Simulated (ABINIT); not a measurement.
# How the form of the self-energy moves the gap of BaTiO3 (P4mm), part 3 of 3

Aim: compare treatments of exchange, screening and correlation for the gap of BaTiO3 (P4mm).

ABINIT 10.8.3; LDA and many-body steps on it, plane waves. Known limits of the many-body steps: not at the basis limit; no spin-orbit coupling; coarse k mesh.

So far. Step 10 (One-shot Hartree-Fock): Against G0W0 in ABINIT (4×4×4 mesh, 109 bands, screening to 152.4 eV, Godby-Needs plasmon pole), the gap moves by +10.573 eV. Step 12 (G0W0, contour deformation): Against G0W0 in ABINIT (4×4×4 mesh, 109 bands, screening to 152.4 eV, Godby-Needs plasmon pole), the gap moves by +0.019 eV.

The database entry behind the starting cell differs from later determinations by our own check (c/a about 0.6 % short), so it need not match the best structure at ambient conditions.

## Step 13: Screening, 4×4×4 mesh, 109 bands, screening to 152.4 eV

This step: RPA screening on LDA, plane waves, norm-conserving pseudopotentials.

Contents of run.abi:

```
acell 3*1.0 Angstrom
rprim 
  3.999800000000 0.000000000000 0.000000000000
  0.000000000000 3.999800000000 0.000000000000
  0.000000000000 0.000000000000 4.018000000000
ntypat 3
znucl 56 22 8
natom 5
typat 1 2 3 3 3
xred 
  0.000000000000 0.000000000000 0.000000000000
  0.500000000000 0.500000000000 0.490000000000
  0.500000000000 0.500000000000 0.019000000000
  0.500000000000 0.000000000000 0.517000000000
  0.000000000000 0.500000000000 0.517000000000
pp_dirpath "pseudos"
pseudos "Ba.upf, Ti.upf, O.upf"
ecut 38
ngkpt 4 4 4
nshiftk 1
shiftk 0 0 0
kptopt 1
chksymbreak 0
istwfk *1
occopt 1
irdwfk 1
optdriver 3
nband 109
ecuteps 5.6
inclvkb 2
awtr 1
symchi 1
gwcalctyp 1
nfreqre 0
nfreqim 16
indata_prefix "in"
outdata_prefix "out"
tmpdata_prefix "tmp"
```

Started as:

```console
$ OMP_NUM_THREADS=1 mpirun -n 8 abinit run.abi > log
```

Numbers of over 12 decimals in the logs are rounded to 6 here.

The log of the run:

```text
.Version 10.8.3 of ABINIT. v10.8.2 released Aug 2026.

 Symmetries : space group P4 m m (# 99); Bravais tP (primitive tetrag.)
[... echo of the input left out ...]
== DATASET  1 ==================================================================
-   mpi_nproc: 8, omp_nthreads: 1 (-1 if OMP is not activated)

--- !DatasetInfo
iteration_state: {dtset: 1, }
dimensions: {natom: 5, nkpt: 18, mband: 109, nsppol: 1, nspinor: 1, nspden: 1, mpw: 4929, }
cutoff_energies: {ecut:  38.0, pawecutdg:  -1.0, }
[...]
No. of calculated frequencies >  15, stop printing
 For q-point:  0.000010 0.000020 0.000030
  dielectric constant =   6.3587
  dielectric constant without local fields =   6.9273

  Average fulfillment of the sum rule on Im[epsilon] for q-point    1 :     60.89  [%]
[... wings left out ...]
  q-point number  2        q = ( 0.250000, 0.000000, 0.000000) [r.l.u.]
--------------------------------------------------------------------------------
[... chi0 elements left out ...]
  [... further frequencies ...]

 No. of calculated frequencies >  15, stop printing
  Average fulfillment of the sum rule on Im[epsilon] for q-point    2 :     73.84  [%]

 [... 16 further q-points ...]
```

Wall time 3.7 min (8 MPI ranks of Arm Neoverse V2, shared host); peak memory 3.1 GiB.

Numbers from this step:

```yaml
eps_infinity_with_local_fields_on_this_mesh_along_the_program_s_q_direction: 6.359
the_same_without_local_fields: 6.927
plasma_frequency: 29.29 eV
plane_waves_in_the_screening_matrix: 257
```

## Step 14: G0W0, analytic continuation

This step: G0W0 on LDA, plane waves, norm-conserving pseudopotentials.

run.abi: that of step 13 with these lines changed.

```diff
@@ -26,11 +26,18 @@
 irdwfk 1
-optdriver 3
+optdriver 4
 nband 109
+gwcalctyp 1
+ecutsigx 38
+symsigma 1
+nkptgw 2
+kptgw 
+  0.5000000000 0.5000000000 0.5000000000
+  0.0000000000 0.0000000000 0.0000000000
+bdgw 
+  18 23
+  19 23
 ecuteps 5.6
-inclvkb 2
-awtr 1
-symchi 1
-gwcalctyp 1
-nfreqre 0
-nfreqim 16
+irdscr 1
+nomegasi 12
+omegasimax 25 eV
 indata_prefix "in"
```

The log of the run:

```text
.Version 10.8.3 of ABINIT. v10.8.2 released Aug 2026.

 Symmetries : space group P4 m m (# 99); Bravais tP (primitive tetrag.)
[... echo of the input left out ...]
== DATASET  1 ==================================================================
-   mpi_nproc: 8, omp_nthreads: 1 (-1 if OMP is not activated)

--- !DatasetInfo
iteration_state: {dtset: 1, }
dimensions: {natom: 5, nkpt: 18, mband: 109, nsppol: 1, nspinor: 1, nspden: 1, mpw: 4929, }
cutoff_energies: {ecut:  38.0, pawecutdg:  -1.0, }
[...]
Band     E0 <VxcDFT>   SigX SigC(E0)      Z dSigC/dE  Sig(E)    E-E0       E
[...]
23   1.090 -18.944 -11.874  -4.944   0.721  -0.386 -17.472   1.472   2.562
       23   0.000   0.000   0.000   0.031   0.019   0.037   0.072   0.072   0.072

== END DATASET(S) ==============================================================
================================================================================

 -outvars: echo values of variables after computation  --------
           etotal      0.0000000000E+00
            nband         109
             nkpt          18
          spgroup          99
 [... the other variables as echoed above ...]

 Calculation completed.
```

Elapsed: 10 s, on 8 MPI ranks; peak memory 2.4 GiB; 79 s of CPU time.

This step gave:

| Property | Result |
| --- | --- |
| G0W0 gap on the points computed | 3.272 eV |
| starting gap on the mesh | 1.742 eV |
| k of the valence top | 0.5, 0.5, 0.5 |
| k of the conduction bottom | 0, 0, 0 |
| least direct G0W0 gap on the computed points | 3.570 eV |

Against G0W0 in ABINIT (4×4×4 mesh, 109 bands, screening to 152.4 eV, Godby-Needs plasmon pole), the gap moves by −0.117 eV.

## Step 15: Side by side

Times are wall times on 8 MPI ranks of Arm Neoverse V2, shared host, good to a factor of about two. A run's time includes the screening step that it read.

| run | mesh | bands | screening cutoff (eV) | DFT gap (eV) | gap on the mesh (eV) | direct (eV) | ε∞ used | time |
| --- | --- | --- | --- | --- | --- | --- | --- | --- |
| G0W0, Godby-Needs plasmon pole | 4×4×4 | 109 | 152.4 | 1.742 | 3.389 | 3.672 | 6.36 | 87 s |
| G0W0, Hybertsen-Louie plasmon pole | 4×4×4 | 109 | 152.4 | 1.742 | 4.133 | 4.349 | 6.36 | 87 s |
| G0W0, von der Linden-Horsch plasmon pole | 4×4×4 | 109 | 152.4 | 1.742 | 3.522 | 3.802 | 6.36 | 83 s |
| G0W0, Engel-Farid plasmon pole | 4×4×4 | 109 | 152.4 | 1.742 | 3.498 | 3.783 | 6.36 | 83 s |
| one-shot SEX | 4×4×4 | 109 | 152.4 | 1.742 | 3.250 | 3.606 | 6.36 | 80 s |
| one-shot COHSEX | 4×4×4 | 109 | 152.4 | 1.742 | 3.845 | 4.155 | 6.36 | 80 s |
| one-shot Hartree-Fock | 4×4×4 | - | - | 1.742 | 13.962 | 13.962 | - | 3.9 s |
| G0W0, contour deformation | 4×4×4 | 109 | 152.4 | 1.742 | 3.408 | 3.683 | 6.45 | 2.1 min |
| G0W0, analytic continuation | 4×4×4 | 109 | 152.4 | 1.742 | 3.272 | 3.570 | 6.36 | 3.8 min |

## Step 16: Results

```yaml
g0w0_godby_needs_plasmon_pole: 3.389 eV
g0w0_hybertsen_louie_plasmon_pole: 4.133 eV
g0w0_von_der_linden_horsch_plasmon_pole: 3.522 eV
g0w0_engel_farid_plasmon_pole: 3.498 eV
one_shot_sex: 3.250 eV
one_shot_cohsex: 3.845 eV
one_shot_hartree_fock: 13.962 eV
g0w0_contour_deformation: 3.408 eV
g0w0_analytic_continuation: 3.272 eV
known_limits: not at the basis limit; no spin-orbit coupling; coarse k mesh
```

What this shows: G0W0, Hybertsen-Louie plasmon pole: +0.744 eV against G0W0, Godby-Needs plasmon pole. G0W0, von der Linden-Horsch plasmon pole: +0.133 eV against G0W0, Godby-Needs plasmon pole. G0W0, Engel-Farid plasmon pole: +0.109 eV against G0W0, Godby-Needs plasmon pole. One-shot SEX: −0.139 eV against G0W0, Godby-Needs plasmon pole. One-shot COHSEX: +0.456 eV against G0W0, Godby-Needs plasmon pole. One-shot Hartree-Fock: +10.573 eV against G0W0, Godby-Needs plasmon pole. G0W0, contour deformation: +0.019 eV against G0W0, Godby-Needs plasmon pole. G0W0, analytic continuation: −0.117 eV against G0W0, Godby-Needs plasmon pole. Bare exchange alone opens the gap to 13.96 eV; against G0W0, correlation takes back 10.57 eV. Bands and cutoff are finite, so the gap is not at the basis limit. The miss can reach some tenths of an eV and take either sign; the mesh is an error of its own. In the first G0W0 run levels were corrected at 2 k points alone, so a gap called «on the mesh» is the least over those, and an edge elsewhere would be missed. The 4×4×4 mesh is coarse for this cell, which bears on the long-range parts of exchange and screening. The many-body steps are scalar-relativistic: spin-orbit coupling is not in them.

[Paths, hosts, dates, memory and timing lines, banners, echoed tables and standing remarks are left out of the program output.]

[Logs are printed without paths, hosts, clocks, repeated set-up lines and the standing remarks that a program may print on its own settings, such as how far it seeks lower states.]

[Runs of the session that timed out or met a known fault of the program may be left out.]

[No measured gap is set beside runs whose start may be inverted or whose files or cutoffs have a known fault.]

[Hosts, paths, dates, database ids (printed as entryN), source tags and the programs' standing remarks are cut or masked in the printed files.]

[G0W0 gaps are taken among the corrected bands and points alone; a level outside them can change the order at an edge.]

[Where Ansatz stands beside ABINIT at settings called matched, ABINIT's density can come from a denser mesh and the files from another edition; pairs whose starting gaps differed by over 0.03 eV were left out, so agreement reads better than it is.]
